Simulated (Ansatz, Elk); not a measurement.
**How far do independent atoms describe Si2Pb?**

Structure refinements treat a crystal as free atoms side by side. For a made-up structure of Si2Pb (cell and positions from a PBEsol relaxation) the runs below show what the calculated density changes in F(hkl).

Method: DFT, PBE, all-electron APW+lo, Dirac cores, scalar-relativistic bands, static density, no spin, in Elk 11.2.3 (patched build).

This account leaves out most program logs.

The structure was built from a prototype and need not be the compound's stable phase.

## 1. The structure

The structure is orthorhombic, space group Cmcm (No. 63). The conventional cell has a = 3.458 Å, b = 20.458 Å, c = 3.645 Å, α = 90.00°, β = 90.00°, γ = 90.00°. Nearest to Pb lie 8 Si at 3.07 to 3.19 Å. Nearest to Si lie 2 Si at 2.34 Å and 4 Pb at 3.07 Å. Nearest to Si lie 4 Si at 2.52 Å and 4 Pb at 3.14 to 3.19 Å. Farther neighbours are not listed.

## 2. Ground state and structure factors

An all-electron density is needed, since X-rays see the cores too. Task 0 finds the density and task 195 Fourier-transforms it; tshift is off so that phases refer to the origin typed.

The input, elk.in:

```
tasks
  0
  195

xctype
  20

spinpol
  .false.

rgkmax
  7.0

gmaxvr
  14.0

lmaxo
  7

lmaxapw
  8

swidth
  0.002

tshift
  .false.

ramdisk
  .false.

hmaxvr
  5.5

maxscl
  120

epspot
  1e-06

sppath
  './'

avec
  3.26757087160 -19.33021222693 0.00000000000
  3.26757087160 19.33021222693 0.00000000000
  0.00000000000 0.00000000000 6.88815891823

atoms
  2
  'Pb.in'
  2
  0.1220763331 0.8779236669 0.7500000000   0.000000 0.000000 0.000000
  0.8779236669 0.1220763331 0.2500000000   0.000000 0.000000 0.000000
  'Si.in'
  4
  0.4639390461 0.5360609539 0.7500000000   0.000000 0.000000 0.000000
  0.5360609539 0.4639390461 0.2500000000   0.000000 0.000000 0.000000
  0.7530504150 0.2469495850 0.7500000000   0.000000 0.000000 0.000000
  0.2469495850 0.7530504150 0.2500000000   0.000000 0.000000 0.000000

ngridk
  7 7 6
```

The run is started by

```console
> OMP_NUM_THREADS=4 elk
```

It took 72 s on 4 threads of Arm Neoverse V2, shared host; peak memory 0.26 GiB; 3.6 min of CPU time.

SFACRHO.OUT:

```text

h k l indices transformed by vhmat matrix:
   1.000000000       0.000000000       0.000000000    
   0.000000000       1.000000000       0.000000000    
   0.000000000       0.000000000       1.000000000    

      h      k      l  multipl.   |H|            Re(F)            Im(F)           |F|

      0      0      0      1   0.0000000       220.00000      0.19365244E-15   220.00000    
     -1      1      0      2  0.32504482       3.2230471      0.75473598E-15   3.2230471    
     -2      2      0      2  0.65008964      -115.09685      0.13594682E-12   115.09685    
      0      0     -1      2  0.91217194      0.10863308E-13  0.10566304E-13  0.15154479E-13
     -1      1      1      2  0.96835520      -137.26296      0.69435710E-13   137.26296    
     -1      1     -1      2  0.96835520       137.26296     -0.69435710E-13   137.26296    
     -1      0      0      4  0.97508552       85.279613     -0.22642079E-13   85.279613    
      3     -3      0      2  0.97513445      -33.504431     -0.52076782E-13   33.504431    
     -1      2      0      4   1.0780074      -114.54752      0.64907294E-13   114.54752    
      2     -2      1      2   1.1201224      -4.2174365      0.24151551E-13   4.2174365    
      2     -2     -1      2   1.1201224       4.2174365     -0.25661023E-13   4.2174365    
     -3      2      0      4   1.2588553      -114.75412      0.78492542E-13   114.75412    
      4     -4      0      2   1.3001793       152.94159      0.26604443E-12   152.94159    
      1      0      1      4   1.3352338       81.407880     -0.63916703E-14   81.407880    
      0     -1     -1      4   1.3352338      -81.407880     -0.14693766E-13   81.407880    
     -3      3     -1      2   1.3352696      -159.01604      0.15547561E-12   159.01604    
     -3      3      1      2   1.3352696       159.01604     -0.15396614E-12   159.01604    
     -2      1      1      4   1.4121465      -132.71084      0.47925734E-13   132.71084
```

Elk indexes on the primitive cell of elk.in and gives |H| = 4π sin θ/λ in inverse bohr. Below, one row stands for each form hkl of the conventional cell (m members, Friedel mates merged), F is for one primitive cell and the density is static (no thermal factor). Free-atom factors are Waasmaier and Kirfel's, and R is Σm||F|−|F'||/Σm|F|.

```tsv
hkl	m	sin θ/λ (Å⁻¹)	abs F, DFT	neutral atoms	diff.
020	2	0.049	3.223	3.239	-0.016
040	2	0.098	115.097	115.760	-0.663
001	2	0.137	0.000	0.000	+0.000
021	4	0.146	137.263	137.543	-0.280
110	4	0.147	85.280	85.704	-0.424
060	2	0.147	33.504	33.271	+0.234
130	4	0.162	114.547	114.420	+0.127
041	4	0.168	4.217	4.090	+0.127
150	4	0.189	114.754	114.776	-0.022
080	2	0.196	152.942	152.910	+0.032
111	8	0.201	81.408	81.447	-0.039
061	4	0.201	159.016	159.201	-0.185
131	8	0.212	132.711	132.857	-0.146
170	4	0.224	80.173	80.347	-0.174
```

## 3. The highest occupied states alone

An energy window below the Fermi level keeps the highest occupied states, to see at which angles they scatter; shallow core shells can lie inside it and anion s states outside. No new self-consistency is needed.

elk.in, as its differences from that of step 2:

```diff
@@ -1,3 +1,2 @@
 tasks
-  0
   195
@@ -40,2 +39,5 @@
 
+wsfac
+  -0.295690 0.555550
+
 sppath
```

The run is started by

```console
> OMP_NUM_THREADS=4 elk
```

Run time: 17 s. Hardware: 4 threads; peak memory 0.19 GiB.

States within 15 eV below the Fermi level hold 24.00 electrons; any levels below the window count with the cores. Their amplitudes can exceed the total, where window and core parts have opposite phase:

```tsv
hkl	sin θ/λ (Å⁻¹)	abs F, window	abs F, all
020	0.049	0.468	3.223
040	0.098	4.013	115.097
001	0.137	0.000	0.000
021	0.146	0.596	137.263
110	0.147	1.401	85.280
060	0.147	2.502	33.504
130	0.162	2.882	114.547
041	0.168	1.334	4.217
150	0.189	1.028	114.754
080	0.196	1.555	152.942
```

## 4. Another functional

The difference from free atoms is small, so it is set against the change that LDA (Perdew-Wang) makes.

elk.in, as its differences from that of step 3:

```diff
@@ -1,2 +1,3 @@
 tasks
+  0
   195
@@ -4,3 +5,3 @@
 xctype
-  20
+  3
 
@@ -39,5 +40,2 @@
 
-wsfac
-  -0.295690 0.555550
-
 sppath
```

The run is started by

```console
> OMP_NUM_THREADS=4 elk
```

Run time: 48 s. Hardware: 4 threads; peak memory 0.21 GiB; 2.6 min of CPU time.

Against the first run R = 0.03 %; the largest change is +0.061 at 173.

## 5. Basis size

A smaller basis shows how fast F responds to it; the change is likely larger than the basis error of the first run, but doesn't show convergence.

elk.in, as its differences from that of step 4:

```diff
@@ -5,3 +5,3 @@
 xctype
-  3
+  20
 
@@ -11,3 +11,3 @@
 rgkmax
-  7.0
+  5.5
```

The run is started by

```console
> OMP_NUM_THREADS=4 elk
```

It took 50 s on 4 threads; peak memory 0.26 GiB.

Against the first run R = 0.01 %; the largest change is +0.039 at 171.

## 6. Settings against the effect

```tsv
run	R against the first run (%)	R against neutral atoms, low angle (%)	wall time
PBE, rgkmax 7	0.00	0.21	72 s
LDA (Perdew-Wang)	0.03	0.20	48 s
rgkmax 5.5	0.01	0.21	50 s
```

## 7. What came out

* R against neutral atoms, sin θ/λ < 0.3 Å⁻¹: 0.21 %
* R against neutral atoms, 0.3 to 0.58 Å⁻¹: 0.04 %

Independent neutral atoms miss the calculated amplitudes by R = 0.21 % below 0.3 Å⁻¹ and 0.04 % from there to 0.58 Å⁻¹; by shells, 0.39 % below 0.15 Å⁻¹ (5 forms), 0.18 % 0.15 to 0.3 (21 forms), 0.07 % 0.3 to 0.45 (49 forms), 0.02 % above 0.45 (70 forms). Bonding, aspherical density and the tables' own atoms all enter these figures, and the runs don't part them. The largest change of an amplitude is -0.72 electrons, at 002. The window's part falls from 24.0 electrons at the origin to at most 0.41 between 0.45 and 0.58 Å⁻¹. Below 0.3 Å⁻¹ the changes that finished (LDA (Perdew-Wang) and rgkmax 5.5) move F by R = 0.02 % at most, against the 0.21 % that separates it from free atoms. The k-mesh has no finished test. Spin-orbit coupling is left out, which can matter for elements this heavy. Part of the difference isn't bonding: the tables are fits to free atoms and ions calculated by other methods than this functional. Thermal motion, anomalous dispersion and extinction are left out.

[Logs are printed without paths, hosts, clocks, repeated set-up lines and the standing remarks that a program may print on its own settings, such as how far it seeks lower states.]

[Hosts, paths, dates, database ids (printed as entryN), source tags and the programs' standing remarks are cut or masked in the printed files.]
